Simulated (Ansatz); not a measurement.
## Li2CaO2: relaxing a made-up structure

Starting from a made-up structure for Li2CaO2, the aim is the relaxed cell, its shortest contacts and, where a second run follows, its electronic structure.

Calculated with Ansatz 0.2.0; DFT, PBE, plane-wave PAW, files of the set soft_1, scalar-relativistic, no spin, cell and ions relaxed at zero pressure; PAW set soft_1, in the first sound run; inputs show where later runs differ.

## Step 1: Set-up

The structure is trigonal, space group P-3m1 (No. 164). Conventional cell: a = 3.367 Å, b = 3.367 Å, c = 5.632 Å, α = 90.00°, β = 90.00°, γ = 120.00°. Nearest to Ca lie 6 O at 2.36 Å. Nearest to O lie 4 Li at 2.10 to 2.15 Å and 3 Ca at 2.36 Å. Nearest to Li lie 4 O at 2.10 to 2.15 Å. Farther neighbours and most contacts between anions are not listed.

Structure file:

```cif
data_structure
_symmetry_space_group_name_H-M 'P-3m1'
_symmetry_Int_Tables_number 164
_cell_length_a 3.3670
_cell_length_b 3.3670
_cell_length_c 5.6320
_cell_angle_alpha 90.000
_cell_angle_beta 90.000
_cell_angle_gamma 120.000
_cell_volume 55.29
loop_
_atom_site_label
_atom_site_type_symbol
_atom_site_symmetry_multiplicity
_atom_site_Wyckoff_symbol
_atom_site_fract_x
_atom_site_fract_y
_atom_site_fract_z
_atom_site_occupancy
Ca1 Ca 1 a 0.00000 0.00000 0.00000 1
O1 O 2 d 0.66667 0.33333 0.23860 1
Li1 Li 2 d 0.66667 0.33333 0.62030 1
```

## Step 2: Relaxation of the guess

The guess takes its coordinates from another compound and its volume from a rule, so the cell and any free coordinates are relaxed together.

Contents of input.yaml:

```yaml
crystal:
  lattice:
    - [3.367, 0.0, 0.0]
    - [-1.6835, 2.915907535, 0.0]
    - [0.0, 0.0, 5.632]
  atoms:
    - { symbol: Ca, position: [0.0, 0.0, 0.0] }
    - { symbol: O, position: [0.666666667, 0.333333333, 0.2386] }
    - { symbol: O, position: [0.333333333, 0.666666667, 0.7614] }
    - { symbol: Li, position: [0.666666667, 0.333333333, 0.6203] }
    - { symbol: Li, position: [0.333333333, 0.666666667, 0.3797] }
kpoints:
  mp_grid: { grid: [9, 9, 5] }
scf:
  occupations: { method: fermi_dirac, width: 0.05 }
hamiltonian:
  xc: pbe
  pseudopotentials: { kind: paw, azcp: { folder: soft_1 } }
relax:
  f_tol: 0.015
  max_steps: 70
  cell: {}
output:
  forces: true
  stress: true
```

The run is started by

```sh
$ ansatz run input.yaml --threads 4 --pin off --max-ram 8192MiB --backend cpu --events-out ev --progress --plain --runs-dir out
```

Numbers of over 12 decimals in the logs are rounded to 6 here.

The program printed:

```text
Engine: ansatz 0.2.0, aarch64-unknown-linux-gnu
Pseudopotentials: kind: paw
Pseudopotential: Ca, paw, valence charge 10, recommended cutoff 420 eV (normal), soft_1/Ca.paw.azcp
Pseudopotential: O, paw, valence charge 6, recommended cutoff 420 eV (normal), soft_1/O.paw.azcp
Pseudopotential: Li, paw, valence charge 3, recommended cutoff 420 eV (normal), soft_1/Li.paw.azcp
Functional definition: PBE
  parameter kappa = 0.804
  parameter beta = 0.066725
  exchange = pbe_x(kappa = kappa, mu = beta*pi^2/3)
  correlation = pbe_c(beta = beta)
Crystal: 5 atoms, lattice volume = 55.294 Å³
Basis set: ecut = 420 eV, 1099 PW (Γ), exchange–correlation on 48×48×80 points (8 copies of the dense FFT grid, shifted against one another)
Bands: 19, of which v1, the nominal top of the filled ones, is band 14 counted from 1 (13 counted from 0)
Symmetry: 12 space group operations
Space group: P-3m1 (ITA 164), of the structure as read, at distance tolerance 3.8e-5 Å
k-points: 50 of 405
Non-local potential: Ca, projectors of the file, l = 0: 3, l = 1: 2, l = 2: 2
Non-local potential: O, projectors of the file, l = 0: 2, l = 1: 2, l = 2: 1
Non-local potential: Li, projectors of the file, l = 0: 3, l = 1: 2, l = 2: 1
PAW form: soft (Blöchl's): semilocal exchange-correlation on the pseudo side does not see the compensation charge
PAW one-centre angular grid: Ca, 110 points (default); XC on 64 Gauss nodes
PAW one-centre angular grid: O, 110 points (default); XC on 64 Gauss nodes
PAW one-centre angular grid: Li, 110 points (default); XC on 96 Gauss nodes
Initial density: superposition of atomic densities (chi_scale 0.1, normalization cell, long waves kept (reshape's long-wave potential 0.08 eV rms))
Initial wavefunctions: pseudopotential atomic-orbital guess
Functional: x = pbe(κ = 0.804, μ = 0.219515), c = pbe(β = 0.066725)
SCF iter   1: F=—  HF=-3368.532871 eV  |F-HF|=—  |Δ(HF+E_count)|=         —  Δρ=8.46e-2  dr2=4.58e0  ethr=3.10e-3  ⟨swp⟩=7.9  Hψ=6167  notcnv=0
preconditioner: auto → Resta (q_TF=auto, 2.436 Å⁻¹)  ε∞=3.4  [insulator: Δε(μ)=3.290 eV  Ē_g=14.998 eV  σ=0.050 eV  W_gap=1.00  n_scr=22 (ndim 8)  ℏωp=23.4 eV  f_vac=0.000  D(μ)=0.00/eV (n_scr^D=0)  ε∞_Penn≈3.4]
SCF iter   2: F=—  HF=-3367.459239 eV  |F-HF|=—  |Δ(HF+E_count)|=    1.07e0  Δρ=3.78e-2  dr2=9.31e-1  ethr=3.10e-3  ⟨swp⟩=3.0  Hψ=2276  notcnv=0  defer=50
SCF iter   3: F=—  HF=-3367.340281 eV  |F-HF|=—  |Δ(HF+E_count)|=   1.19e-1  Δρ=1.76e-2  dr2=1.77e-1  ethr=3.10e-3  ⟨swp⟩=2.2  Hψ=1409  notcnv=0  defer=50
SCF iter   4: F=—  HF=-3367.349919 eV  |F-HF|=—  |Δ(HF+E_count)|=   9.64e-3  Δρ=6.25e-3  dr2=2.51e-2  ethr=6.34e-4  ⟨swp⟩=3.5  Hψ=1669  notcnv=0  defer=50
SCF iter   5: F=—  HF=-3367.360245 eV  |F-HF|=—  |Δ(HF+E_count)|=   1.03e-2  Δρ=9.96e-4  dr2=7.14e-4  ethr=8.95e-5  ⟨swp⟩=2.1  Hψ=1485  notcnv=0  defer=50
SCF iter   6: F=—  HF=-3367.361114 eV  |F-HF|=—  |Δ(HF+E_count)|=   8.69e-4  Δρ=1.95e-4  dr2=1.93e-5  ethr=2.55e-6  ⟨swp⟩=2.0  Hψ=1263  notcnv=0  defer=50
SCF iter   7: F=—  HF=-3367.361192 eV  |F-HF|=—  |Δ(HF+E_count)|=   7.76e-5  Δρ=3.17e-5  dr2=9.70e-7  ethr=6.90e-8  ⟨swp⟩=2.6  Hψ=1602  notcnv=0  defer=50
SCF iter   8: F=-3367.361193 eV  HF=-3367.361193 eV  |F-HF|=1.94e-8  |Δ(HF+E_count)|=   1.19e-6  Δρ=6.91e-6  dr2=2.91e-8  ethr=3.57e-10  ⟨swp⟩=4.0  Hψ=3091  notcnv=0
SCF 1 converged in 8 iterations: F = -3367.361193 eV  dr2 = 2.91e-8
  greatest PAW one-centre occupation: 1.000 electrons in one spin orbital (limit 2), on the Li atom at site 4 (counted from 0), in its partial waves of l = 0
relax step   1: F+E_penalty+E_count = -3367.36119291 eV  Δ(F+E_penalty+E_count) = +0.000e0 eV  max|allowed force component| = 1.068e0 eV/Å  Δτ_max = 0.0000 Å  P = -1.276 GPa  Ω = 55.294 Å³  (8 SCF iters, dr2 threshold 1.00e-7 eV, accepted)
Crystal: 5 atoms, lattice volume = 55.059 Å³
Initial density: handed on by an earlier stage of this run
Initial wavefunctions: those handed on with the density
iter 1 solved again at ethr=2.64e-5 eV; its pass at ethr=3.10e-3 eV (dr2=7.39e-3 eV) is discarded
SCF iter   1: F=—  HF=-3367.458240 eV  |F-HF|=—  |Δ(HF+E_count)|=         —  Δρ=6.34e-3  dr2=6.70e-3  ethr=2.64e-5  ⟨swp⟩=1.7  Hψ=5593  notcnv=0
preconditioner: auto → Resta (q_TF=auto, 2.438 Å⁻¹)  ε∞=3.2  [insulator: Δε(μ)=4.675 eV  Ē_g=15.697 eV  σ=0.050 eV  W_gap=1.00  n_scr=22 (ndim 8)  ℏωp=23.5 eV  f_vac=0.008  D(μ)=0.00/eV (n_scr^D=0)  ε∞_Penn≈3.2]
SCF iter   2: F=—  HF=-3367.458878 eV  |F-HF|=—  |Δ(HF+E_count)|=   6.37e-4  Δρ=3.35e-3  dr2=1.70e-3  ethr=2.39e-5  ⟨swp⟩=2.6  Hψ=1480  notcnv=0
SCF iter   3: F=—  HF=-3367.459484 eV  |F-HF|=—  |Δ(HF+E_count)|=   6.06e-4  Δρ=1.30e-3  dr2=6.39e-4  ethr=6.06e-6  ⟨swp⟩=2.0  Hψ=1282  notcnv=0
SCF iter   4: F=—  HF=-3367.459386 eV  |F-HF|=—  |Δ(HF+E_count)|=   9.77e-5  Δρ=1.61e-4  dr2=1.02e-5  ethr=2.28e-6  ⟨swp⟩=2.0  Hψ=1251  notcnv=0
SCF iter   5: F=—  HF=-3367.459294 eV  |F-HF|=—  |Δ(HF+E_count)|=   9.25e-5  Δρ=4.16e-5  dr2=9.83e-7  ethr=3.64e-8  ⟨swp⟩=2.0  Hψ=1616  notcnv=0
SCF iter   6: F=-3367.459294 eV  HF=-3367.459294 eV  |F-HF|=2.06e-8  |Δ(HF+E_count)|=   9.22e-7  Δρ=7.35e-6  dr2=3.06e-8  ethr=1.79e-9  ⟨swp⟩=4.0  Hψ=2852  notcnv=0
SCF 2 converged in 6 iterations: F = -3367.459294 eV  dr2 = 3.06e-8
relax step   2: F+E_penalty+E_count = -3367.45929446 eV  Δ(F+E_penalty+E_count) = -9.810e-2 eV  max|allowed force component| = 2.285e-1 eV/Å  Δτ_max = 0.0791 Å  P = -2.223 GPa  Ω = 55.059 Å³  energy of the carried Pulay correction = +3.508e-4 eV  (6 SCF iters, dr2 threshold 5.00e-7 eV, accepted)
Crystal: 5 atoms, lattice volume = 54.062 Å³
iter 1 solved again at ethr=6.58e-6 eV; its pass at ethr=3.10e-3 eV (dr2=1.84e-3 eV) is discarded
SCF iter   1: F=—  HF=-3367.479038 eV  |F-HF|=—  |Δ(HF+E_count)|=         —  Δρ=1.95e-3  dr2=1.85e-3  ethr=6.58e-6  ⟨swp⟩=1.0  Hψ=5314  notcnv=0
preconditioner: auto → Resta (q_TF=auto, 2.445 Å⁻¹)  ε∞=3.3  [insulator: Δε(μ)=4.690 eV  Ē_g=15.757 eV  σ=0.050 eV  W_gap=1.00  n_scr=22 (ndim 8)  ℏωp=23.7 eV  f_vac=0.006  D(μ)=0.00/eV (n_scr^D=0)  ε∞_Penn≈3.3]
SCF iter   2: F=—  HF=-3367.478889 eV  |F-HF|=—  |Δ(HF+E_count)|=   1.50e-4  Δρ=9.56e-4  dr2=4.29e-4  ethr=6.58e-6  ⟨swp⟩=2.6  Hψ=1312  notcnv=0
SCF iter   3: F=—  HF=-3367.478853 eV  |F-HF|=—  |Δ(HF+E_count)|=   3.60e-5  Δρ=5.60e-4  dr2=1.52e-4  ethr=1.53e-6  ⟨swp⟩=2.0  Hψ=1248  notcnv=0
SCF iter   4: F=—  HF=-3367.478845 eV  |F-HF|=—  |Δ(HF+E_count)|=   7.90e-6  Δρ=9.50e-5  dr2=5.19e-6  ethr=5.43e-7  ⟨swp⟩=2.0  Hψ=1251  notcnv=0
SCF iter   5: F=-3367.478850 eV  HF=-3367.478850 eV  |F-HF|=1.33e-7  |Δ(HF+E_count)|=   4.98e-6  Δρ=1.81e-5  dr2=1.47e-7  ethr=1.79e-9  ⟨swp⟩=2.8  Hψ=3535  notcnv=0
SCF 3 converged in 5 iterations: F = -3367.478850 eV  dr2 = 1.47e-7
relax step   3: F+E_penalty+E_count = -3367.47885004 eV  Δ(F+E_penalty+E_count) = -1.956e-2 eV  max|allowed force component| = 1.743e-1 eV/Å  Δτ_max = 0.0167 Å  P = -0.846 GPa  Ω = 54.062 Å³  energy of the carried Pulay correction = +1.852e-3 eV  (5 SCF iters, dr2 threshold 5.00e-7 eV, accepted)
Crystal: 5 atoms, lattice volume = 53.244 Å³
Basis set: ecut = 420 eV, 1087 PW (Γ), exchange–correlation on 48×48×80 points (8 copies of the dense FFT grid, shifted against one another)
iter 1 solved again at ethr=1.94e-5 eV; its pass at ethr=3.10e-3 eV (dr2=5.43e-3 eV) is discarded
SCF iter   1: F=—  HF=-3367.489559 eV  |F-HF|=—  |Δ(HF+E_count)|=         —  Δρ=2.77e-3  dr2=5.49e-3  ethr=1.94e-5  ⟨swp⟩=1.2  Hψ=5291  notcnv=0
preconditioner: auto → Resta (q_TF=auto, 2.451 Å⁻¹)  ε∞=3.3  [insulator: Δε(μ)=4.732 eV  Ē_g=15.834 eV  σ=0.050 eV  W_gap=1.00  n_scr=22 (ndim 8)  ℏωp=23.9 eV  f_vac=0.005  D(μ)=0.00/eV (n_scr^D=0)  ε∞_Penn≈3.3]
SCF iter   2: F=—  HF=-3367.488713 eV  |F-HF|=—  |Δ(HF+E_count)|=   8.46e-4  Δρ=1.37e-3  dr2=1.22e-3  ethr=1.94e-5  ⟨swp⟩=2.5  Hψ=1212  notcnv=0
SCF iter   3: F=—  HF=-3367.488656 eV  |F-HF|=—  |Δ(HF+E_count)|=   5.65e-5  Δρ=8.94e-4  dr2=3.82e-4  ethr=4.36e-6  ⟨swp⟩=2.0  Hψ=1249  notcnv=0
SCF iter   4: F=—  HF=-3367.488536 eV  |F-HF|=—  |Δ(HF+E_count)|=   1.21e-4  Δρ=1.52e-4  dr2=1.52e-5  ethr=1.37e-6  ⟨swp⟩=2.0  Hψ=1252  notcnv=0
SCF iter   5: F=-3367.488542 eV  HF=-3367.488542 eV  |F-HF|=2.22e-7  |Δ(HF+E_count)|=   6.10e-6  Δρ=3.02e-5  dr2=3.62e-7  ethr=1.79e-9  ⟨swp⟩=2.2  Hψ=3589  notcnv=0
SCF 4 converged in 5 iterations: F = -3367.488542 eV  dr2 = 3.62e-7
relax step   4: F+E_penalty+E_count = -3367.48854199 eV  Δ(F+E_penalty+E_count) = -9.692e-3 eV  max|allowed force component| = 3.827e-2 eV/Å  Δτ_max = 0.0286 Å  P = +0.484 GPa  Ω = 53.244 Å³  energy of the carried Pulay correction = +3.106e-3 eV  (5 SCF iters, dr2 threshold 5.00e-7 eV, accepted)
Crystal: 5 atoms, lattice volume = 53.500 Å³
iter 1 solved again at ethr=2.12e-7 eV; its pass at ethr=3.10e-3 eV (dr2=5.95e-5 eV) is discarded
SCF iter   1: F=—  HF=-3367.488825 eV  |F-HF|=—  |Δ(HF+E_count)|=         —  Δρ=4.00e-4  dr2=5.34e-5  ethr=2.12e-7  ⟨swp⟩=2.0  Hψ=5432  notcnv=0
preconditioner: auto → Resta (q_TF=auto, 2.449 Å⁻¹)  ε∞=3.3  [insulator: Δε(μ)=4.715 eV  Ē_g=15.804 eV  σ=0.050 eV  W_gap=1.00  n_scr=22 (ndim 8)  ℏωp=23.8 eV  f_vac=0.008  D(μ)=0.00/eV (n_scr^D=0)  ε∞_Penn≈3.3]
SCF iter   2: F=—  HF=-3367.488761 eV  |F-HF|=—  |Δ(HF+E_count)|=   6.46e-5  Δρ=1.79e-4  dr2=1.08e-5  ethr=1.91e-7  ⟨swp⟩=2.0  Hψ=1249  notcnv=0
SCF iter   3: F=—  HF=-3367.488764 eV  |F-HF|=—  |Δ(HF+E_count)|=   2.77e-6  Δρ=9.77e-5  dr2=4.06e-6  ethr=3.86e-8  ⟨swp⟩=2.0  Hψ=1266  notcnv=0
SCF iter   4: F=-3367.488764 eV  HF=-3367.488764 eV  |F-HF|=2.68e-7  |Δ(HF+E_count)|=   5.46e-7  Δρ=2.30e-5  dr2=2.82e-7  ethr=1.79e-9  ⟨swp⟩=2.4  Hψ=3214  notcnv=0
SCF 5 converged in 4 iterations: F = -3367.488764 eV  dr2 = 2.82e-7
relax step   5: F+E_penalty+E_count = -3367.48876438 eV  Δ(F+E_penalty+E_count) = -2.224e-4 eV  max|allowed force component| = 6.308e-3 eV/Å  Δτ_max = 0.0030 Å  P = +0.058 GPa  Ω = 53.500 Å³  energy of the carried Pulay correction = +2.711e-3 eV  (4 SCF iters, dr2 threshold 5.00e-7 eV, accepted)
Crystal: 5 atoms, lattice volume = 53.535 Å³
iter 1 solved again at ethr=2.94e-8 eV; its pass at ethr=3.10e-3 eV (dr2=8.22e-6 eV) is discarded
SCF iter   1: F=—  HF=-3367.488796 eV  |F-HF|=—  |Δ(HF+E_count)|=         —  Δρ=1.11e-4  dr2=1.01e-5  ethr=2.94e-8  ⟨swp⟩=2.9  Hψ=5200  notcnv=0
preconditioner: auto → Resta (q_TF=auto, 2.449 Å⁻¹)  ε∞=3.3  [insulator: Δε(μ)=4.718 eV  Ē_g=15.802 eV  σ=0.050 eV  W_gap=1.00  n_scr=22 (ndim 8)  ℏωp=23.8 eV  f_vac=0.008  D(μ)=0.00/eV (n_scr^D=0)  ε∞_Penn≈3.3]
SCF iter   2: F=—  HF=-3367.488736 eV  |F-HF|=—  |Δ(HF+E_count)|=   5.98e-5  Δρ=5.88e-5  dr2=2.41e-6  ethr=2.94e-8  ⟨swp⟩=2.0  Hψ=1213  notcnv=0
SCF iter   3: F=—  HF=-3367.488736 eV  |F-HF|=—  |Δ(HF+E_count)|=   1.09e-7  Δρ=2.57e-5  dr2=2.61e-7  ethr=8.62e-9  ⟨swp⟩=2.0  Hψ=1250  notcnv=0
SCF iter   4: F=—  HF=-3367.488736 eV  |F-HF|=—  |Δ(HF+E_count)|=   1.82e-9  Δρ=9.56e-6  dr2=5.95e-8  ethr=9.34e-10  ⟨swp⟩=2.0  Hψ=1350  notcnv=0
SCF iter   5: F=-3367.488736 eV  HF=-3367.488736 eV  |F-HF|=2.49e-9  |Δ(HF+E_count)|=   1.54e-8  Δρ=2.54e-6  dr2=4.68e-9  ethr=7.93e-11  ⟨swp⟩=4.0  Hψ=2845  notcnv=0
SCF 6 converged in 5 iterations: F = -3367.488736 eV  dr2 = 4.68e-9
relax step   6: F+E_penalty+E_count = -3367.48873641 eV  Δ(F+E_penalty+E_count) = +2.797e-5 eV  max|allowed force component| = 2.276e-4 eV/Å  Δτ_max = 0.0011 Å  P = +0.004 GPa  Ω = 53.535 Å³  energy of the carried Pulay correction = +2.657e-3 eV  (5 SCF iters, dr2 threshold 2.22e-8 eV, accepted)
Initial wavefunctions: pseudopotential atomic-orbital guess (no wavefunctions were taken with the density)
iter 1 solved again at ethr=4.47e-6 eV; its pass at ethr=3.10e-3 eV (dr2=1.25e-3 eV) is discarded
SCF iter   1: F=—  HF=-3367.486795 eV  |F-HF|=—  |Δ(HF+E_count)|=         —  Δρ=1.63e-4  dr2=1.91e-6  ethr=4.47e-6  ⟨swp⟩=2.2  Hψ=7390  notcnv=0
eigensolver tolerance schedule: the retry pair's looser diagonalisation over-reported the residual by 654.47 of it (diagonalisation noise at 17.13 of the residual, at the tolerance the schedule requests for it); recorded, not acted on — ethr = c·dr2/N_el stays at c = 1.0e-1
preconditioner: auto → Resta (q_TF=auto, 2.449 Å⁻¹)  ε∞=3.3  [insulator: Δε(μ)=4.717 eV  Ē_g=15.801 eV  σ=0.050 eV  W_gap=1.00  n_scr=22 (ndim 8)  ℏωp=23.8 eV  f_vac=0.008  D(μ)=0.00/eV (n_scr^D=0)  ε∞_Penn≈3.3]
SCF iter   2: F=—  HF=-3367.486740 eV  |F-HF|=—  |Δ(HF+E_count)|=   5.56e-5  Δρ=7.89e-5  dr2=5.59e-7  ethr=6.82e-9  ⟨swp⟩=2.0  Hψ=1650  notcnv=0
SCF iter   3: F=—  HF=-3367.486741 eV  |F-HF|=—  |Δ(HF+E_count)|=   1.46e-6  Δρ=3.06e-5  dr2=9.32e-8  ethr=2.00e-9  ⟨swp⟩=2.0  Hψ=1247  notcnv=0
SCF iter   4: F=—  HF=-3367.486742 eV  |F-HF|=—  |Δ(HF+E_count)|=   1.93e-7  Δρ=1.89e-6  dr2=6.45e-10  ethr=3.33e-10  ⟨swp⟩=2.0  Hψ=1350  notcnv=0
SCF iter   5: F=—  HF=-3367.486742 eV  |F-HF|=—  |Δ(HF+E_count)|=   1.31e-9  Δρ=4.21e-7  dr2=1.09e-10  ethr=1.00e-12  ⟨swp⟩=4.0  Hψ=3100  notcnv=0
SCF iter   6: F=-3367.486742 eV  HF=-3367.486742 eV  |F-HF|=5.91e-12  |Δ(HF+E_count)|=  8.23e-11  Δρ=7.50e-8  dr2=3.62e-12  ethr=1.00e-12  ⟨swp⟩=4.0  Hψ=2848  notcnv=0
SCF 7 converged in 6 iterations: F = -3367.486742 eV  dr2 = 3.62e-12
relax step   7: F+E_penalty+E_count = -3367.48674152 eV  Δ(F+E_penalty+E_count) = +1.995e-3 eV  max|allowed force component| = 5.000e-4 eV/Å  Δτ_max = 0.0000 Å  P = -0.074 GPa  Ω = 53.535 Å³  stress off target by 1.24e-1 GPa  SCF on the basis re-selected at this cell (its energy is not comparable with the rows above)  (6 SCF iters)
basis re-selected at this cell: Δ(F+E_penalty+E_count) = +1.995e-3 eV, ΔP = -0.078 GPa vs the last step (what re-selecting the basis moved, of the pressure what is left beyond the Pulay correction that the steps carried, after the strain that the cell walked since its last selection, with what the two solves' SCF thresholds leave and, on support functions, any second-order correction that the steps lacked; it is no m [...]
Crystal: 5 atoms, lattice volume = 53.494 Å³
iter 1 solved again at ethr=6.83e-9 eV; its pass at ethr=3.10e-3 eV (dr2=1.91e-6 eV) is discarded
SCF iter   1: F=—  HF=-3367.486880 eV  |F-HF|=—  |Δ(HF+E_count)|=         —  Δρ=6.05e-5  dr2=1.71e-6  ethr=6.83e-9  ⟨swp⟩=2.0  Hψ=5246  notcnv=0
preconditioner: auto → Resta (q_TF=auto, 2.449 Å⁻¹)  ε∞=3.3  [insulator: Δε(μ)=4.719 eV  Ē_g=15.805 eV  σ=0.050 eV  W_gap=1.00  n_scr=22 (ndim 8)  ℏωp=23.8 eV  f_vac=0.008  D(μ)=0.00/eV (n_scr^D=0)  ε∞_Penn≈3.3]
SCF iter   2: F=—  HF=-3367.486819 eV  |F-HF|=—  |Δ(HF+E_count)|=   6.09e-5  Δρ=2.58e-5  dr2=3.99e-7  ethr=6.10e-9  ⟨swp⟩=2.0  Hψ=1650  notcnv=0
SCF iter   3: F=—  HF=-3367.486819 eV  |F-HF|=—  |Δ(HF+E_count)|=   4.78e-8  Δρ=1.70e-5  dr2=1.45e-7  ethr=1.42e-9  ⟨swp⟩=2.2  Hψ=1465  notcnv=0
SCF iter   4: F=-3367.486819 eV  HF=-3367.486819 eV  |F-HF|=7.64e-9  |Δ(HF+E_count)|=   1.60e-8  Δρ=4.33e-6  dr2=8.55e-9  ethr=1.38e-10  ⟨swp⟩=2.1  Hψ=3103  notcnv=0
SCF 8 converged in 4 iterations: F = -3367.486819 eV  dr2 = 8.55e-9
relax step   8: F+E_penalty+E_count = -3367.48681888 eV  Δ(F+E_penalty+E_count) = -7.736e-5 eV  max|allowed force component| = 3.691e-4 eV/Å  Δτ_max = 0.0000 Å  P = -0.000 GPa  Ω = 53.494 Å³  energy of the carried Pulay correction = +6.335e-5 eV  (4 SCF iters, dr2 threshold 3.86e-8 eV, accepted)
iter 1 solved again at ethr=4.61e-6 eV; its pass at ethr=3.10e-3 eV (dr2=1.29e-3 eV) is discarded
SCF iter   1: F=—  HF=-3367.486803 eV  |F-HF|=—  |Δ(HF+E_count)|=         —  Δρ=8.21e-6  dr2=1.70e-8  ethr=4.61e-6  ⟨swp⟩=2.2  Hψ=7365  notcnv=0
eigensolver tolerance schedule: the retry pair's looser diagonalisation over-reported the residual by 76080.81 of it (diagonalisation noise at an unbounded share of the residual, at the tolerance the schedule requests for it); recorded, not acted on — ethr = c·dr2/N_el stays at c = 1.0e-1
SCF iter   2: F=—  HF=-3367.486744 eV  |F-HF|=—  |Δ(HF+E_count)|=   5.81e-5  Δρ=5.04e-6  dr2=6.87e-9  ethr=6.06e-11  ⟨swp⟩=3.0  Hψ=2235  notcnv=0
SCF iter   3: F=—  HF=-3367.486744 eV  |F-HF|=—  |Δ(HF+E_count)|=   3.96e-9  Δρ=2.26e-6  dr2=2.75e-9  ethr=2.45e-11  ⟨swp⟩=2.0  Hψ=1257  notcnv=0
SCF iter   4: F=—  HF=-3367.486744 eV  |F-HF|=—  |Δ(HF+E_count)|=   1.92e-9  Δρ=7.13e-7  dr2=3.00e-10  ethr=9.82e-12  ⟨swp⟩=2.0  Hψ=1250  notcnv=0
SCF iter   5: F=-3367.486744 eV  HF=-3367.486744 eV  |F-HF|=4.37e-11  |Δ(HF+E_count)|=  3.65e-10  Δρ=3.97e-7  dr2=4.70e-11  ethr=1.00e-12  ⟨swp⟩=3.0  Hψ=3428  notcnv=0
SCF 9 converged in 5 iterations: F = -3367.486744 eV  dr2 = 4.70e-11
relax step   9: F+E_penalty+E_count = -3367.48674449 eV  Δ(F+E_penalty+E_count) = +7.439e-5 eV  max|allowed force component| = 3.601e-4 eV/Å  Δτ_max = 0.0000 Å  P = -0.002 GPa  Ω = 53.494 Å³  stress off target by 1.96e-3 GPa  SCF on the basis re-selected at this cell (its energy is not comparable with the rows above)  (5 SCF iters)
basis re-selected at this cell: Δ(F+E_penalty+E_count) = +7.439e-5 eV, ΔP = -0.002 GPa vs the last step (what re-selecting the basis moved, of the pressure what is left beyond the Pulay correction that the steps carried, after the strain that the cell walked since its last selection, with what the two solves' SCF thresholds leave and, on support functions, any second-order correction that the steps lacked; it is no m [...]
SCF converged after 5 iterations
Free energy (F): -3367.486744 eV
Harris-Foulkes:  -3367.486744 eV  (|F-HF|=4.37e-11)
Internal energy: -3367.486744 eV  (E = F + TS)
E sigma→0 (E₀):  -3367.486744 eV
Fermi energy:    7.601693 eV
--- Per-component energies (eV) ---
  E_band       = -286.404824
  E_kinetic    = 629.778687
  E_local      = -1549.914002  (includes V_loc(G=0)·N_el)
  E_nonlocal   = 156.044070
  E_hartree    = 520.628430
  E_xc         = -293.247852
  E_vxc        = -370.215571  (∫ρ·V_xc dr)
  E_paw        = -1238.646008  (= ΣΔE_a)
  E_vpaw       = -193.356792  (= ΣTr[D̂ρ^β])
  E_aug_tail   = 0.002056  (compensation charges beyond the density's cutoff)
  E_ewald      = -1592.132125
  E_smearing   = -0.000000  (= −TS)
  E_closure    = -0.000000  (closes the sum)
  Σ components = -3367.486744   (vs F -3367.486744, Δ=0.00e0)
--- Forces (eV/Å), atoms counted from 1 ---
  atom   1  Ca     0.00000000     0.00000000     0.00000000
  atom   2  O      0.00000000    -0.00000000     0.00032428
  atom   3  O     -0.00000000     0.00000000    -0.00032428
  atom   4  Li    -0.00000000     0.00000000    -0.00036009
  atom   5  Li     0.00000000    -0.00000000     0.00036009
  max |Σ_I F_I| component: 9.25e-18 eV/Å
--- Stress (GPa, compression-positive) ---
       -0.001956       0.000000      -0.000000
        0.000000      -0.001956      -0.000000
        0.000000      -0.000000      -0.001013
  P = ⅓ Tr σ = -0.0016 GPa (-0.016 kbar)
--- Relaxed structure (7 steps of the walk, 7 accepted, 2 SCFs on fresh bases) ---
  F+E_penalty+E_count = -3367.48674449 eV   max|allowed force component| = 3.601e-4 eV/Å   (the final SCF, on the basis selected at the relaxed cell)
  cell:  # Å, volume = 53.4942 Å³
    - [3.359563, 0.0, -7.594422069296619e-18]
    - [-1.679781, 2.909467, 3.797211034648304e-18]
    - [-1.2703232875236424e-17, 0, 5.472809]
  atoms:
    - { symbol: Ca, position: [0, 0, 1.234454266879137e-19] }
    - { symbol: O, position: [0.666667, 0.333333, 0.256245] }
    - { symbol: O, position: [0.333333, 0.666667, 0.743755] }
    - { symbol: Li, position: [0.666667, 0.333333, 0.616200] }
    - { symbol: Li, position: [0.333333, 0.666667, 0.383800] }
```

Run time: 5 s. Hardware: 4 threads of Arm Neoverse V2, shared host; peak memory 0.43 GiB; 17 s of CPU time.

(Continued in part 2 of 2.)

[Logs are printed without paths, hosts, clocks, repeated set-up lines and the standing remarks that a program may print on its own settings, such as how far it seeks lower states.]

[Hosts, paths, dates, database ids (printed as entryN), source tags and the programs' standing remarks are cut or masked in the printed files.]
